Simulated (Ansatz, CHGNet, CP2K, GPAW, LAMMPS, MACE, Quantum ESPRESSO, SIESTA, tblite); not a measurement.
# GPAW on Zn40S29Se11 with crystalline order left by the classical run (80 atoms): settings against a plane-wave reference, part 2 of 2

Aim: run Zn40S29Se11 with crystalline order left by the classical run (80 atoms) in GPAW and see how near its forces come to a plane-wave reference, and at what cost.

Program: GPAW 26.7.0; the method stands at each step. Banners and routine set-up lines are dropped from the logs; longer cuts are marked.

So far. Step 3 (PBE, plane waves 550 eV): Against the first run (7.9 %), the force difference from the reference is 1.4 %, at 4.0 times the CPU time (on 4 against 1 cores) (20 SCF steps against 12). Step 3 (PBE, plane waves 550 eV): The run ends at a pressure of 1.07 GPa, with forces up to 2.3 eV/Å.

## (4) RPBE, LCAO dzp, h 0.2 Å

Method: Kohn-Sham DFT, RPBE, PAW, atomic orbitals (dzp).

Input file run.py:

```python
import numpy as np
from ase.io import read
from gpaw import GPAW, FermiDirac

atoms = read("structure.xyz")
atoms.calc = GPAW(
    mode="lcao",
    basis="dzp",
    h=0.2,
    xc="RPBE",
    kpts={"size": (1, 1, 1), "gamma": True},
    occupations=FermiDirac(0.05),
    maxiter=200,
    symmetry={"point_group": False},
    txt="gpaw.txt",
)
energy = atoms.get_potential_energy(force_consistent=True)
forces = atoms.get_forces()
print(f"energy {energy:.6f} eV")
print("forces (eV/A)")
for i, (a, f) in enumerate(zip(atoms, forces)):
    print(f"{i:4d} {a.symbol:2s} {f[0]:10.5f} {f[1]:10.5f} {f[2]:10.5f}")
print(f"Fermi level {atoms.calc.get_fermi_level():.4f} eV")
for k in range(len(atoms.calc.get_ibz_k_points())):
    for s in range(atoms.calc.get_number_of_spins()):
        e = atoms.calc.get_eigenvalues(kpt=k, spin=s)
        n = np.searchsorted(e, atoms.calc.get_fermi_level())
        print(f"k {k} spin {s} levels about the Fermi level:", np.round(e[max(n - 6, 0):n], 4).tolist(), "|", np.round(e[n:n + 6], 4).tolist())
```

Input file structure.xyz:

```xyz
80
Lattice="11.84320 0.00000 0.00000 0.00000 11.84320 0.00000 0.00000 0.00000 11.84320" Properties=species:S:1:pos:R:3 pbc="T T T"
[... 80 atom lines left out: the same atoms as in the first run ...]
```

Run with:

```console
> OMP_NUM_THREADS=1 python run.py > output.txt
```

Output:

```text
energy -199.129212 eV
forces (eV/A)
   0 Zn    0.27941    0.43595   -0.48991
   1 Zn    0.16131   -0.44871    0.15383
   2 Zn    0.65576    0.88392    0.34045
   3 Zn    1.42928    0.33036   -0.01233
   4 Zn    0.04640   -0.33125   -0.19325
   5 Zn   -0.25115    0.20733   -0.21787
[...]
77 Se   -0.53649    0.16434    0.11020
  78 Se    0.15916    0.04034   -0.16214
  79 Se   -0.30605    0.22173    0.06548
Fermi level 5.2985 eV
k 0 spin 0 levels about the Fermi level: [3.8554, 3.8871, 4.3097, 4.4579, 4.8087, 5.1966] | [5.4004, 5.9862, 6.1189, 6.616, 6.9041, 6.9462]
```

gpaw.txt:

```text
Input parameters:
  mode=LCAO(),
  basis={'default': 'dzp'},
  h=0.2,
  kpts=MonkhorstPack(size=(1, 1, 1), gamma=True),
  maxiter=200,
  occupations=Occupations(name='fermi-dirac', width=0.05, fixmagmom=False),
[... lines left out ...]
  Fermi-Dirac:
[... lines left out ...]
convergence criteria:
- Maximum [total energy] change in last 3 cyles: 0.0005 eV / valence electron
[... lines left out ...]
Converged in 13 steps
[... lines left out ...]
  Free energy:    -199.129212
[... lines left out ...]
Fermi level: 5.299
[... lines left out ...]
|        ... |               |           |
|        435 |        10.444 |     0.000 |
Gap: 0.204 eV
Transition (v -> c):
  (s=0, k=0, n=359, [0.00, 0.00, 0.00]) -> (s=0, k=0, n=360, [0.00, 0.00, 0.00])
No difference between direct/indirect transitions
Force computation time: 38.566  # s
timing:  # [seconds]
  Total:  247.981  # ━━━━━━━━━━━━━━━━━━━━━━━━━━━━━━━━━━━━━━━━━━━━━━━━━━━━━━━━
  Init:    11.256  # ━━╸
  SCF:    198.128  # ━━━━━━━━━━━━━━━━━━━━━━━━━━━━━━━━━━━━━━━━━━━━╸
  Forces:  38.566  # ━━━━━━━━╸
```

Elapsed: 4.2 min, on 1 thread of Arm Neoverse V2, shared host; peak memory 2 GiB.

Against the reference:

| Property | Result |
| --- | --- |
| r.m.s. force component | 0.4326 eV/Å |
| r.m.s. difference of force components | 62.11 meV/Å |
| longest difference of force vectors | 352.1 meV/Å |
| force difference over r.m.s. force | 14.75 % |
| slope of forces against the reference's | 1.017 |
| correlation of force components | 0.9898 |
| gap (highest filled to lowest empty level) | 0.2038 eV |

Against the first run (7.9 %), the force difference from the reference is 15 %, at 1.0 times the CPU time; the model has changed, so this is no error of the program alone.

## (5) PBE, LCAO dzp, h 0.16 Å

Method: Kohn-Sham DFT, PBE, PAW, atomic orbitals (dzp).

Edit run.py of step 4 so:

```diff
@@ -8,4 +8,4 @@
     basis="dzp",
-    h=0.2,
-    xc="RPBE",
+    h=0.16,
+    xc="PBE",
     kpts={"size": (1, 1, 1), "gamma": True},
```

structure.xyz is that of step 4.

Output:

```text
energy -236.308508 eV
forces (eV/A)
   0 Zn    0.24466    0.42500   -0.46044
   1 Zn    0.13973   -0.39440    0.13314
   2 Zn    0.63318    0.76584    0.47044
   3 Zn    1.51460    0.22947   -0.07892
   4 Zn   -0.00909   -0.30605   -0.18102
   5 Zn   -0.27928    0.30563   -0.26616
[...]
77 Se   -0.53127    0.08690    0.07986
  78 Se    0.21875   -0.00407   -0.09748
  79 Se   -0.29521    0.24737    0.06759
Fermi level 5.0778 eV
k 0 spin 0 levels about the Fermi level: [3.6928, 3.7253, 4.1414, 4.2797, 4.622, 4.9638] | [5.1917, 5.77, 5.8946, 6.3955, 6.6768, 6.7174]
```

gpaw.txt:

```text
Input parameters:
  mode=LCAO(),
  basis={'default': 'dzp'},
  h=0.16,
  kpts=MonkhorstPack(size=(1, 1, 1), gamma=True),
  maxiter=200,
  occupations=Occupations(name='fermi-dirac', width=0.05, fixmagmom=False),
[... lines left out ...]
  Fermi-Dirac:
[... lines left out ...]
convergence criteria:
- Maximum [total energy] change in last 3 cyles: 0.0005 eV / valence electron
[... lines left out ...]
Converged in 12 steps
[... lines left out ...]
  Free energy:    -236.308508
[... lines left out ...]
Fermi level: 5.078
[... lines left out ...]
|        ... |               |           |
|        435 |        10.232 |     0.000 |
Gap: 0.228 eV
Transition (v -> c):
  (s=0, k=0, n=359, [0.00, 0.00, 0.00]) -> (s=0, k=0, n=360, [0.00, 0.00, 0.00])
No difference between direct/indirect transitions
Force computation time: 73.093  # s
timing:  # [seconds]
  Total:  425.553  # ━━━━━━━━━━━━━━━━━━━━━━━━━━━━━━━━━━━━━━━━━━━━━━━━━━━━━━━━
  Init:    15.972  # ━━
  SCF:    336.457  # ━━━━━━━━━━━━━━━━━━━━━━━━━━━━━━━━━━━━━━━━━━━━╸
  Forces:  73.093  # ━━━━━━━━━╸
```

Elapsed: 7.1 min, on 1 thread; peak memory 3.8 GiB.

Against the reference:

```
r.m.s. force component                           : 0.4308 eV/Å
r.m.s. difference of force components            : 32.66 meV/Å
longest difference of force vectors              : 275.7 meV/Å
force difference over r.m.s. force               : 7.756 %
slope of forces against the reference's          : 1.02
correlation of force components                  : 0.9973
gap (highest filled to lowest empty level) : 0.2279 eV
energy less the same-level run's                 : -18.12 meV/atom
r.m.s. force difference from the same-level run  : 17.66 meV/Å
```

Against the first run (7.9 %), the force difference from the reference is 7.8 %, at 1.8 times the CPU time.

## (6) Side by side

Differences are against the plane-wave reference, forces as r.m.s. over components; share is that over the reference's r.m.s. force, slope the least-squares factor from reference forces to these. Total energies of different programs have different zeros and aren't compared.

```csv
run,"Δ force, r.m.s. (meV/Å)",share (%),slope,Δ pressure (GPa),cores,CPU time,memory (GiB)
reference,-,-,-,-,4,24 min,4.5
"GPAW PBE, LCAO dzp, h 0.2 Å",33.2,7.88,1.020,-,1,4 min,2.0
"GPAW PBE, plane waves 550 eV",6.00,1.43,1.008,0.138,4,16 min,3.2
"GPAW RPBE, LCAO dzp, h 0.2 Å",62.1,14.8,1.017,-,1,4.2 min,2.0
"GPAW PBE, LCAO dzp, h 0.16 Å",32.7,7.76,1.020,-,1,7.1 min,3.8
```

CPU time is summed over cores on a shared host, where runs went side by side, so it is rough. Symmetry, cutoffs, thresholds, outputs and thread counts weren't matched or tuned between programs; memory under MPI is the largest rank's times the ranks.

Within one program, basis, potentials and functional, energies share a zero. Each run against its twin at the usual cutoff or grid and solver:

```csv
run,twin,Δ energy (meV/atom),"Δ force, r.m.s. (meV/Å)",CPU time over the twin's
"GPAW PBE, LCAO dzp, h 0.16 Å","LCAO dzp, h 0.2 Å",-18.1,17.7,1.8
```

## (7) Outcome

- nearest in forces: GPAW PBE, plane waves 550 eV, 1.4 %
- its CPU time: 16 min

In words: PBE on plane waves or a grid with other potentials, cutoffs or grids differs from the reference by 1.4 % (GPAW PBE, plane waves 550 eV) of the r.m.s. force; this holds the reference's own error, so differences of a few per cent don't tell which side is nearer the exact PBE result. The PBE runs in local orbitals differ by 7.8 % (GPAW PBE, LCAO dzp, h 0.16 Å) to 7.9 % (GPAW PBE, LCAO dzp, h 0.2 Å); basis, grid and potentials can all enter. Rows with another functional or a dispersion term differ by 15 % (GPAW RPBE, LCAO dzp, h 0.2 Å), which mixes the change of model with differences of basis and potentials. Of the electronic-structure runs that take under half the reference's CPU time, GPAW PBE, LCAO dzp, h 0.16 Å is among the nearest, at 7.8 % in 7.1 min against 24 min. The potentials hold different valence shells: 1040 electrons in the reference, 720 in GPAW; this bears on time and differences. The reference's pressure holds the uncorrected Pulay stress of its 45 Ry basis, so small pressure differences, and their order, may be the reference's own error. The quench rate of 4 K/ps is many orders above laboratory rates, so the cell is likely richer in defects and strain than a real sample. The network of bonds at the start is that of the classical potential that made the cell, and needn't be the one that DFT or experiment would give. The electronic-structure runs sample only Γ, in a cell whose shortest periodic width is 12 Å.

[Long decimals in the printed logs are rounded to 6 places.]

[Also dropped from logs without a mark: lines with file paths, logging warnings of Python, QE's lines on negative density and diagonalisation, SIESTA's first energy breakdown, zero terms and Voronoi charges.]

[Logs are printed without paths, hosts, clocks, repeated set-up lines and the standing remarks that a program may print on its own settings, such as how far it seeks lower states.]

[Hosts, paths, dates, database ids (printed as entryN), source tags and the programs' standing remarks are cut or masked in the printed files.]

[Most failed runs of this program on this cell are left out, timed-out ones always.]
